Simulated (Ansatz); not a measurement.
# Phonons of Pd-Ir-Pd stack of (111) layers

The plan: relax Pd-Ir-Pd stack of (111) layers, check its phonons, and, if the lattice is stable, compute its Eliashberg function and ρ(T).

Calculated with Ansatz 0.2.0; DFT PBE, scalar-relativistic, plane waves, PAW; PAW set soft_1.

## 1. Set-up

The cell holds 3 atoms: 2 Pd and 1 Ir. Its edges and angles: a = 2.715 Å, b = 2.715 Å, c = 15.434 Å, α = 90.0°, β = 90.0°, γ = 120.0°. Vacuum lies along c.

## 2. Relaxation

The structure is brought to rest under this functional.

Contents of input.yaml:

```yaml
crystal:
  lattice:
    - [2.71529, 0.0, 0.0]
    - [-1.35765, 2.35151, 0.0]
    - [0.0, 0.0, 15.43405]
  atoms:
    - { symbol: Pd, position: [0.0, 0.0, 0.35635494] }
    - { symbol: Ir, position: [0.33333333, 0.66666667, 0.5] }
    - { symbol: Pd, position: [0.66666667, 0.33333333, 0.64364506] }
  periodic: [true, true, false]
kpoints:
  mp_grid: { grid: [12, 12, 1] }
hamiltonian:
  xc: pbe
  pseudopotentials: { kind: paw, azcp: { folder: soft_1 } }
scf:
  occupations: { method: gaussian, width: 0.1 }
output:
  forces: true
  stress: true
  eigenvalues: true
relax:
  adjacent_minimum: "off"
  f_tol: 0.005
  max_steps: 80
  cell: { stress_2d_tol: 0.02 }
```

Command:

```sh
ansatz run input.yaml --threads 4 --pin off --max-ram 12288MiB --backend cpu --events-out ev --progress --plain --runs-dir out
```

Numbers of over 12 decimals in the logs are rounded to 6 here.

The log of the run:

```text
Warning: crystal.periodic: the lattice vector that does not repeat stood 0.000° off the slab's normal, 15.434 Å along it as the deck builds it. The run solves the slab on a vector along the normal, 32.668 Å long, with every atom where it was (on the deck's vector they left 11.00 Å outside them, and the widest stretch free of ions among them is 2.22 Å). A fractional position that the run reports is one of the run's ce [...]
crystal.periodic: the lattice vector that does not repeat stood 0.000° off the slab's normal, 15.434 Å along it as the deck builds it. The run solves the slab on a vector along the normal, 32.668 Å long, with every atom where it was (on the deck's vector they left 11.00 Å outside them, and the widest stretch free of ions among them is 2.22 Å). A fractional position that the run reports is one of the run's cell, which [...]
Engine: ansatz 0.2.0, aarch64-unknown-linux-gnu
Pseudopotentials: kind: paw
Pseudopotential: Pd, paw, valence charge 18, recommended cutoff 420 eV (normal), soft_1/Pd.paw.azcp
Pseudopotential: Ir, paw, valence charge 17, recommended cutoff 420 eV (normal), soft_1/Ir.paw.azcp
Functional definition: PBE
  parameter kappa = 0.804
  parameter beta = 0.066725
  exchange = pbe_x(kappa = kappa, mu = beta*pi^2/3)
  correlation = pbe_c(beta = beta)
Crystal: 3 atoms, lattice volume = 208.587 Å³
Basis set: ecut = 420 eV, 4099 PW (Γ), exchange–correlation on 40×40×450 points (8 copies of the dense FFT grid, shifted against one another)
Bands: 32, of which v1, the nominal top of the filled ones, is band 27 counted from 1 (26 counted from 0)
Symmetry: 12 space group operations
Space group: P-3m1 (ITA 164), of the structure as read, at distance tolerance 5.9e-5 Å
k-points: 19 of 144
Non-local potential: Pd, projectors of the file, l = 0: 2, l = 1: 2, l = 2: 2, l = 3: 1
Non-local potential: Ir, projectors of the file, l = 0: 3, l = 1: 2, l = 2: 2, l = 3: 1
PAW form: soft (Blöchl's): semilocal exchange-correlation on the pseudo side does not see the compensation charge
PAW one-centre angular grid: Pd, 590 points (default); XC on 64 Gauss nodes
PAW one-centre angular grid: Ir, 590 points (default); XC on 64 Gauss nodes
Initial density: superposition of atomic densities (neutral atoms: chi_scale 0, normalization atom)
Initial wavefunctions: pseudopotential atomic-orbital guess
Functional: x = pbe(κ = 0.804, μ = 0.219515), c = pbe(β = 0.066725)
SCF iter   1: F=—  HF=-25888.302518 eV  |F-HF|=—  |Δ(HF+E_count)|=         —  Δρ=1.22e-1  dr2=8.25e1  ethr=3.10e-3  ⟨swp⟩=16.4  Hψ=5045  notcnv=0
preconditioner: auto → LDOS  [metal: Δε(μ)=0.017 eV  Ē_g=6.757 eV  σ=0.100 eV  W_gap=0.10  n_scr=22 (ndim 8)  ℏωp=13.8 eV  f_vac=0.752  D(μ)=7.60/eV (n_scr^D=26)  β→1.0]
SCF iter   2: F=—  HF=-25883.355865 eV  |F-HF|=—  |Δ(HF+E_count)|=    4.95e0  Δρ=7.68e-2  dr2=7.70e0  ethr=3.10e-3  ⟨swp⟩=5.3  Hψ=1979  notcnv=0  defer=13
SCF iter   3: F=—  HF=-25881.619102 eV  |F-HF|=—  |Δ(HF+E_count)|=    1.74e0  Δρ=3.60e-2  dr2=6.62e0  ethr=3.10e-3  ⟨swp⟩=3.4  Hψ=1759  notcnv=0  defer=13
SCF iter   4: F=—  HF=-25881.239236 eV  |F-HF|=—  |Δ(HF+E_count)|=   3.80e-1  Δρ=8.86e-3  dr2=1.98e-1  ethr=3.10e-3  ⟨swp⟩=3.2  Hψ=1238  notcnv=0  defer=12
SCF iter   5: F=—  HF=-25881.254576 eV  |F-HF|=—  |Δ(HF+E_count)|=   1.53e-2  Δρ=4.22e-3  dr2=4.82e-2  ethr=3.74e-4  ⟨swp⟩=3.3  Hψ=1478  notcnv=0  defer=13
SCF iter   6: F=—  HF=-25881.247909 eV  |F-HF|=—  |Δ(HF+E_count)|=   6.67e-3  Δρ=1.98e-3  dr2=1.98e-2  ethr=9.08e-5  ⟨swp⟩=3.3  Hψ=1196  notcnv=0  defer=13
SCF iter   7: F=—  HF=-25881.246649 eV  |F-HF|=—  |Δ(HF+E_count)|=   1.26e-3  Δρ=3.95e-4  dr2=8.01e-4  ethr=3.73e-5  ⟨swp⟩=2.3  Hψ=862  notcnv=0  defer=13
SCF iter   8: F=—  HF=-25881.246777 eV  |F-HF|=—  |Δ(HF+E_count)|=   1.27e-4  Δρ=1.87e-4  dr2=6.65e-5  ethr=1.51e-6  ⟨swp⟩=3.4  Hψ=1393  notcnv=0  defer=13
SCF iter   9: F=—  HF=-25881.246749 eV  |F-HF|=—  |Δ(HF+E_count)|=   2.79e-5  Δρ=3.39e-5  dr2=4.03e-6  ethr=1.25e-7  ⟨swp⟩=4.0  Hψ=1530  notcnv=0  defer=13
SCF iter  10: F=—  HF=-25881.246749 eV  |F-HF|=—  |Δ(HF+E_count)|=   2.58e-7  Δρ=1.72e-5  dr2=5.99e-7  ethr=7.61e-9  ⟨swp⟩=2.6  Hψ=973  notcnv=0  defer=13
iter 11 did not close the SCF: its close was put off until two iterations running show no level that it waits for move by more than its bar (scf_convergence_deferred on its scf_iter line)
SCF iter  11: F=-25881.246749 eV  HF=-25881.246749 eV  |F-HF|=2.95e-8  |Δ(HF+E_count)|=   1.13e-8  Δρ=5.54e-6  dr2=4.86e-8  ethr=1.89e-10  ⟨swp⟩=21.2  Hψ=4437  notcnv=0
iter 12 did not close the SCF: its close was put off until two iterations running show no level that it waits for move by more than its bar (scf_convergence_deferred on its scf_iter line)
SCF iter  12: F=-25881.246749 eV  HF=-25881.246749 eV  |F-HF|=4.37e-9  |Δ(HF+E_count)|=   3.75e-9  Δρ=1.48e-6  dr2=9.75e-9  ethr=9.17e-11  ⟨swp⟩=5.5  Hψ=2825  notcnv=0
SCF iter  13: F=-25881.246749 eV  HF=-25881.246749 eV  |F-HF|=2.39e-9  |Δ(HF+E_count)|=  4.51e-10  Δρ=5.39e-7  dr2=6.40e-10  ethr=1.84e-11  ⟨swp⟩=4.4  Hψ=2394  notcnv=0
SCF 1 converged in 13 iterations: F = -25881.246749 eV  dr2 = 6.40e-10
  greatest PAW one-centre occupation: 1.000 electrons in one spin orbital (limit 2), on the Ir atom at site 1 (counted from 0), in its partial waves of l = 0
relax step   1: F+E_penalty+E_count = -25881.24674887 eV  Δ(F+E_penalty+E_count) = +0.000e0 eV  max|allowed force component| = 3.153e-1 eV/Å  Δτ_max = 0.0000 Å  P = +2.745 N/m  Ω = 208.587 Å³  fix = [c, alpha, beta]  reactions: c +0.000 N/m  (13 SCF iters, dr2 threshold 1.00e-7 eV, accepted)
Crystal: 3 atoms, lattice volume = 211.801 Å³
Basis set: ecut = 420 eV, 4159 PW (Γ), exchange–correlation on 40×40×450 points (8 copies of the dense FFT grid, shifted against one another)
Initial density: handed on by an earlier stage of this run
Initial wavefunctions: those handed on with the density
iter 1 solved again at ethr=1.74e-4 eV; its pass at ethr=3.10e-3 eV (dr2=9.22e-2 eV) is discarded
SCF iter   1: F=—  HF=-25881.263984 eV  |F-HF|=—  |Δ(HF+E_count)|=         —  Δρ=5.76e-3  dr2=9.14e-2  ethr=1.74e-4  ⟨swp⟩=3.3  Hψ=4461  notcnv=0
preconditioner: auto → LDOS  [metal: Δε(μ)=0.032 eV  Ē_g=6.588 eV  σ=0.100 eV  W_gap=0.18  n_scr=22 (ndim 8)  ℏωp=13.7 eV  f_vac=0.744  D(μ)=4.32/eV (n_scr^D=18)  β→1.0]
SCF iter   2: F=—  HF=-25881.273976 eV  |F-HF|=—  |Δ(HF+E_count)|=   9.99e-3  Δρ=4.47e-3  dr2=1.44e-1  ethr=1.72e-4  ⟨swp⟩=3.7  Hψ=1473  notcnv=0
SCF iter   3: F=—  HF=-25881.250051 eV  |F-HF|=—  |Δ(HF+E_count)|=   2.39e-2  Δρ=8.36e-4  dr2=7.25e-3  ethr=1.72e-4  ⟨swp⟩=2.8  Hψ=1247  notcnv=0
[...]
relax step   2: F+E_penalty+E_count = -25881.25006728 eV  Δ(F+E_penalty+E_count) = -3.318e-3 eV  max|allowed force component| = 2.253e-1 eV/Å  Δτ_max = 0.0656 Å  P = -2.769 N/m  Ω = 211.801 Å³  energy of the carried Pulay correction = -3.222e-4 eV  fix = [c, alpha, beta]  reactions: c -0.000 N/m  (7 SCF iters, dr2 threshold 3.00e-7 eV, accepted)
Crystal: 3 atoms, lattice volume = 210.044 Å³
iter 1 solved again at ethr=4.46e-5 eV; its pass at ethr=3.10e-3 eV (dr2=2.37e-2 eV) is discarded
SCF iter   1: F=—  HF=-25881.264558 eV  |F-HF|=—  |Δ(HF+E_count)|=         —  Δρ=2.64e-3  dr2=2.28e-2  ethr=4.46e-5  ⟨swp⟩=3.5  Hψ=4163  notcnv=0
preconditioner: auto → LDOS  [insulator: Δε(μ)=0.106 eV  Ē_g=6.642 eV  σ=0.100 eV  W_gap=0.54  n_scr=22 (ndim 8)  ℏωp=13.8 eV  f_vac=0.744  D(μ)=4.01/eV (n_scr^D=18)  ε∞_Penn≈5.3  β→1.0]
SCF iter   2: F=—  HF=-25881.266396 eV  |F-HF|=—  |Δ(HF+E_count)|=   1.84e-3  Δρ=1.98e-3  dr2=2.97e-2  ethr=4.29e-5  ⟨swp⟩=3.2  Hψ=1370  notcnv=0
SCF iter   3: F=—  HF=-25881.261682 eV  |F-HF|=—  |Δ(HF+E_count)|=   4.71e-3  Δρ=4.58e-4  dr2=2.36e-3  ethr=4.29e-5  ⟨swp⟩=3.1  Hψ=1150  notcnv=0
SCF iter   4: F=—  HF=-25881.261709 eV  |F-HF|=—  |Δ(HF+E_count)|=   2.70e-5  Δρ=1.79e-4  dr2=8.43e-5  ethr=4.45e-6  ⟨swp⟩=3.5  Hψ=1269  notcnv=0
SCF iter   5: F=—  HF=-25881.261663 eV  |F-HF|=—  |Δ(HF+E_count)|=   4.66e-5  Δρ=5.56e-5  dr2=4.24e-6  ethr=1.59e-7  ⟨swp⟩=3.8  Hψ=1438  notcnv=0
SCF iter   6: F=—  HF=-25881.261667 eV  |F-HF|=—  |Δ(HF+E_count)|=   4.65e-6  Δρ=2.67e-5  dr2=1.39e-6  ethr=8.00e-9  ⟨swp⟩=3.6  Hψ=1435  notcnv=0
SCF iter   7: F=-25881.261667 eV  HF=-25881.261667 eV  |F-HF|=1.51e-8  |Δ(HF+E_count)|=   1.82e-7  Δρ=5.19e-6  dr2=7.40e-8  ethr=5.66e-10  ⟨swp⟩=11.6  Hψ=4398  notcnv=0
SCF 3 converged in 7 iterations: F = -25881.261667 eV  dr2 = 7.40e-8
relax step   3: F+E_penalty+E_count = -25881.26166723 eV  Δ(F+E_penalty+E_count) = -1.160e-2 eV  max|allowed force component| = 1.046e-2 eV/Å  Δτ_max = 0.0260 Å  P = -0.275 N/m  Ω = 210.044 Å³  energy of the carried Pulay correction = -1.467e-4 eV  fix = [c, alpha, beta]  reactions: c -0.000 N/m  (7 SCF iters, dr2 threshold 3.00e-7 eV, accepted)
[...]
relax step   4: F+E_penalty+E_count = -25881.26175945 eV  Δ(F+E_penalty+E_count) = -9.222e-5 eV  max|allowed force component| = 4.213e-3 eV/Å  Δτ_max = 0.0011 Å  P = -0.044 N/m  Ω = 209.835 Å³  energy of the carried Pulay correction = -1.257e-4 eV  fix = [c, alpha, beta]  reactions: c -0.000 N/m  (5 SCF iters, dr2 threshold 9.11e-8 eV, accepted)
[...]
relax step   5: F+E_penalty+E_count = -25881.26177917 eV  Δ(F+E_penalty+E_count) = -1.972e-5 eV  max|allowed force component| = 3.748e-4 eV/Å  Δτ_max = 0.0012 Å  P = -0.003 N/m  Ω = 209.737 Å³  energy of the carried Pulay correction = -1.159e-4 eV  fix = [c, alpha, beta]  reactions: c -0.000 N/m  (7 SCF iters, dr2 threshold 2.33e-9 eV, accepted)
Initial wavefunctions: pseudopotential atomic-orbital guess (no wavefunctions were taken with the density)
iter 1 solved again at ethr=6.16e-7 eV; its pass at ethr=3.10e-3 eV (dr2=3.27e-4 eV) is discarded
SCF iter   1: F=—  HF=-25881.261635 eV  |F-HF|=—  |Δ(HF+E_count)|=         —  Δρ=2.46e-5  dr2=4.92e-8  ethr=6.16e-7  ⟨swp⟩=5.7  Hψ=7577  notcnv=0
eigensolver tolerance schedule: the retry pair's looser diagonalisation over-reported the residual by 6645.08 of it (diagonalisation noise at an unbounded share of the residual, at the tolerance the schedule requests for it); recorded, not acted on — ethr = c·dr2/N_el stays at c = 1.0e-1
preconditioner: auto → LDOS  [metal: Δε(μ)=0.076 eV  Ē_g=6.669 eV  σ=0.100 eV  W_gap=0.41  n_scr=22 (ndim 8)  ℏωp=13.8 eV  f_vac=0.744  D(μ)=4.04/eV (n_scr^D=18)  β→1.0]
SCF iter   2: F=—  HF=-25881.261877 eV  |F-HF|=—  |Δ(HF+E_count)|=   2.42e-4  Δρ=3.19e-6  dr2=2.93e-8  ethr=9.27e-11  ⟨swp⟩=6.9  Hψ=2779  notcnv=0
SCF iter   3: F=—  HF=-25881.261875 eV  |F-HF|=—  |Δ(HF+E_count)|=   2.43e-6  Δρ=1.53e-6  dr2=1.03e-8  ethr=5.53e-11  ⟨swp⟩=3.9  Hψ=1489  notcnv=0
SCF iter   4: F=—  HF=-25881.261877 eV  |F-HF|=—  |Δ(HF+E_count)|=   2.06e-6  Δρ=4.37e-7  dr2=7.49e-10  ethr=1.94e-11  ⟨swp⟩=3.5  Hψ=1112  notcnv=0
SCF iter   5: F=—  HF=-25881.261877 eV  |F-HF|=—  |Δ(HF+E_count)|=   3.37e-7  Δρ=1.62e-7  dr2=1.90e-10  ethr=1.41e-12  ⟨swp⟩=3.5  Hψ=1371  notcnv=0
SCF iter   6: F=—  HF=-25881.261877 eV  |F-HF|=—  |Δ(HF+E_count)|=   2.51e-8  Δρ=5.93e-8  dr2=4.39e-11  ethr=1.00e-12  ⟨swp⟩=2.1  Hψ=748  notcnv=0
SCF iter   7: F=-25881.261877 eV  HF=-25881.261877 eV  |F-HF|=3.95e-9  |Δ(HF+E_count)|=  2.36e-10  Δρ=2.37e-8  dr2=1.13e-12  ethr=1.00e-12  ⟨swp⟩=14.8  Hψ=4972  notcnv=0
SCF 6 converged in 7 iterations: F = -25881.261877 eV  dr2 = 1.13e-12
relax step   6: F+E_penalty+E_count = -25881.26187702 eV  Δ(F+E_penalty+E_count) = -9.785e-5 eV  max|allowed force component| = 3.497e-4 eV/Å  Δτ_max = 0.0000 Å  P = -0.008 N/m  Ω = 209.737 Å³  fix = [c, alpha, beta]  reactions: c -0.000 N/m  stress off target by 7.90e-3 N/m on what of the cell is left free  SCF on the basis re-selected at this cell (its energy is not comparable with the rows above)  (7 SCF iters)
basis re-selected at this cell: Δ(F+E_penalty+E_count) = -9.785e-5 eV, ΔP = -0.004 N/m vs the last step (what re-selecting the basis moved, of the pressure what is left beyond the Pulay correction that the steps carried, after the strain that the cell walked since its last selection, with what the two solves' SCF thresholds leave and, on support functions, any second-order correction that the steps lacked; it is no m [...]
SCF converged after 7 iterations
Free energy (F): -25881.261877 eV
Harris-Foulkes:  -25881.261877 eV  (|F-HF|=3.95e-9)
Internal energy: -25881.241695 eV  (E = F + TS)
E sigma→0 (E₀):  -25881.251786 eV
Entropy (-TS):   -0.020182 eV (-6.727 meV/atom)
Fermi energy:    -5.108309 eV
--- Per-component energies (eV) ---
  E_band       = -1771.342457
  E_kinetic    = 1436.177147
  E_local      = -241539.317233  (includes V_loc(G=0)·N_el)
  E_nonlocal   = 932.017924
  E_hartree    = 119569.599128
  E_xc         = -505.396961
  E_vxc        = -604.383424  (∫ρ·V_xc dr)
  E_paw        = -16887.554302  (= ΣΔE_a)
  E_vpaw       = -1135.035755  (= ΣTr[D̂ρ^β])
  E_aug_tail   = 0.000823  (compensation charges beyond the density's cutoff)
  E_ewald      = 111113.231778
  E_smearing   = -0.020182  (= −TS)
  E_closure    = 0.000000  (closes the sum)
  Σ components = -25881.261877   (vs F -25881.261877, Δ=0.00e0)
--- Forces (eV/Å), atoms counted from 1 ---
  atom   1  Pd     0.00000000     0.00000000    -0.00034967
  atom   2  Ir     0.00000000    -0.00000000     0.00000000
  atom   3  Pd    -0.00000000    -0.00000000     0.00034967
  max |Σ_I F_I| component: 4.63e-18 eV/Å
--- 2D stress c σ (N/m, compression-positive) ---
       -0.007898      -0.000000      -0.000000
       -0.000000      -0.007898       0.000000
       -0.000000       0.000000      -0.000000
  P = ½ c Tr σ = -0.0079 N/m
--- Band table (eV; the first three rows and the last of 19) ---
  k-point 0: bands = [... 23 lower, -6.2438, -6.2438, -6.1602, -6.1602, -5.5400, -4.8931, -4.8931, -4.2256, ... 1 higher]
  k-point 1: bands = [... 23 lower, -6.6683, -6.4038, -6.3843, -6.1058, -5.4411, -4.9449, -4.8866, -3.2486, ... 1 higher]
  k-point 2: bands = [... 23 lower, -7.1703, -6.8652, -6.5612, -6.0612, -5.5324, -4.8813, -4.0754, -1.8681, ... 1 higher]
  k-point 18: bands = [... 23 lower, -6.6167, -5.6362, -5.6362, -4.8534, 0.4525, 1.7423, 1.7423, 2.1143, ... 1 higher]
--- Relaxed structure (5 steps of the walk, 5 accepted, 1 SCFs on fresh bases) ---
  F+E_penalty+E_count = -25881.26187702 eV   max|allowed force component| = 3.497e-4 eV/Å   (the final SCF, on the basis selected at the relaxed cell)
  cell:  # Å, volume = 209.7368 Å³
    - [2.722765, 2.894697999377176e-6, 0]
    - [-1.361385, 2.357982, 0]
    - [0, 0, 32.668100153172]
  atoms:
    - { symbol: Pd, position: [-1.0809526415422553e-18, 0, 0.167146] }
    - { symbol: Ir, position: [0.333333, 0.666667, 0.236225] }
    - { symbol: Pd, position: [0.666667, 0.333333, 0.305304] }
```

The job ended after 14 s (4 threads of Arm Neoverse V2, shared host; peak memory 0.58 GiB).

Step by step:

```csv
step,energy less that of the first step (eV),largest force component (eV/Å),volume (Å³)
1,0.0000,0.3153,208.59
2,-0.0033,0.2253,211.80
3,-0.0149,0.0105,210.04
4,-0.0150,0.0042,209.83
5,-0.0150,0.0004,209.74
6*,-0.0151,0.0003,209.74
```

Relaxation steps marked * repeat the geometry before them on a plane-wave basis chosen anew for their cell, so energy and pressure can jump there.

Forces are held to the 12 operations that the run works with; a distortion that breaks them can't arise in this run.

```csv
cell as run,before,after,change
a (Å),2.715,2.723,+0.3 %
b (Å),2.715,2.723,+0.3 %
```

The atoms that moved most (Å, along periodic axes as changes of fractional coordinates times the final cell, across vacuum about the mean position):

```csv
atom,dx,dy,dz,length
Pd3,0.000,0.000,0.040,0.040
Pd1,0.000,0.000,-0.040,0.040
```

Final coordinates:

```cif
data_structure
_symmetry_space_group_name_H-M 'P 1'
_symmetry_Int_Tables_number 1
_cell_length_a 2.7228
_cell_length_b 2.7228
_cell_length_c 32.6681
_cell_angle_alpha 90.000
_cell_angle_beta 90.000
_cell_angle_gamma 120.000
_cell_volume 209.74
loop_
_atom_site_label
_atom_site_type_symbol
_atom_site_fract_x
_atom_site_fract_y
_atom_site_fract_z
_atom_site_occupancy
Pd1 Pd 0.00000 0.00000 0.16715 1
Ir2 Ir 0.33333 0.66667 0.23623 1
Pd3 Pd 0.66667 0.33333 0.30530 1
```

This step gave:

| Item | Value |
| --- | --- |
| metallic on mesh | yes |
| gap on the k-mesh | 0 eV |

The relaxation ends with a largest force component of 3.5e-4 eV/Å.

## 3. Relaxing tightly for phonons

Residual forces and stress shift phonon frequencies, so the cell is relaxed again, with tight thresholds and the mesh and smearing of this input.

input.yaml, the sections that differ from step 2:

```yaml
crystal:
  lattice:
    - [2.7227645856, 2.8947e-06, 0.0]
    - [-1.3613847997, 2.3579818523, 0.0]
    - [0.0, 0.0, 32.6681001532]
  atoms:
    - { symbol: Pd, position: [0.0, 0.0, 0.1671460658] }
    - { symbol: Ir, position: [0.3333333333, 0.6666666667, 0.2362250931] }
    - { symbol: Pd, position: [0.6666666667, 0.3333333333, 0.3053041204] }
  periodic: [true, true, false]
scf:
  occupations: { method: methfessel_paxton, width: 0.2 }
relax:
  adjacent_minimum: "off"
  f_tol: 0.001
  max_steps: 60
  cell: { stress_2d_tol: 0.002 }
# kpoints, hamiltonian, output: as in step 2
```

The log of the run:

```text
[the first part of the log is left out]
  E_vxc        = -604.397708  (∫ρ·V_xc dr)
  E_paw        = -16887.561194  (= ΣΔE_a)
  E_vpaw       = -1135.046684  (= ΣTr[D̂ρ^β])
  E_aug_tail   = 0.000823  (compensation charges beyond the density's cutoff)
  E_ewald      = 111117.889648
  E_smearing   = 0.007451  (= −TS)
  E_closure    = -0.000000  (closes the sum)
  Σ components = -25881.246786   (vs F -25881.246786, Δ=0.00e0)
--- Forces (eV/Å), atoms counted from 1 ---
  atom   1  Pd     0.00000000     0.00000000     0.00005702
[...]
0.000000       0.000704      -0.000000
       -0.000000      -0.000000       0.000000
  P = ½ c Tr σ = 0.0007 N/m
--- Band table (eV; the first three rows and the last of 19) ---
[...]
--- Relaxed structure (4 steps of the walk, 4 accepted, 1 SCFs on fresh bases) ---
[...]
cell:  # Å, volume = 209.7783 Å³
    - [2.723034, 2.8949956106760667e-6, 0]
    - [-1.361519, 2.358215, 0]
    - [0, 0, 32.6681001532]
  atoms:
    - { symbol: Pd, position: [0, 0, 0.167194] }
    - { symbol: Ir, position: [0.333333, 0.666667, 0.2362250931] }
    - { symbol: Pd, position: [0.666667, 0.333333, 0.305256] }
```

It took 11 s on 4 threads; peak memory 0.58 GiB.

Little changed from the start: no atom moved by 0.005 Å and no cell edge by 0.1 %.

(Part 1 of 2 ends here.)

[Logs are printed without paths, hosts, clocks, repeated set-up lines and the standing remarks that a program may print on its own settings, such as how far it seeks lower states.]

[Hosts, paths, dates, database ids (printed as entryN), source tags and the programs' standing remarks are cut or masked in the printed files.]
